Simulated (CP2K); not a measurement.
The C K edge of 3-nitrosopyrrole was computed by TDDFT (CP2K XAS_TDP, aug-cc-pVDZ, TDA) at these levels: PBE, PBEh(45%) and PBEh(45%) + GW2X. The first three lines of C3 (bonded to 2 C and N) with a strength over 0.0015, energy in eV and strength:

| run | first | second | third |
| --- | --- | --- | --- |
| 1 | 270.87 (0.010) | 271.33 (0.026) | 273.55 (0.007) |
| 2 | 286.87 (0.003) | 289.27 (0.050) | 290.26 (0.006) |
| 3 | 281.42 (0.003) | 283.82 (0.051) | 284.81 (0.007) |

**Question.** Which run is which?

Run 1: PBE (0 % exact exchange). Run 2: PBEh(45%) + GW2X (45 % exact exchange). Run 3: PBEh(45%) (45 % exact exchange). Self-interaction lifts the core level, so the uncorrected lines rise with the share of exact exchange. The GW2X run keeps the spacings of its parent: 2.40 eV between the first two lines in run 2, 2.40 eV in run 3. Its shift is +5.45 eV, since the Kohn–Sham level at this share of exchange lies that far above the quasiparticle level.

[Hosts, paths, dates, database ids (printed as entryN), source tags and the programs' standing remarks are cut or masked in the printed files.]
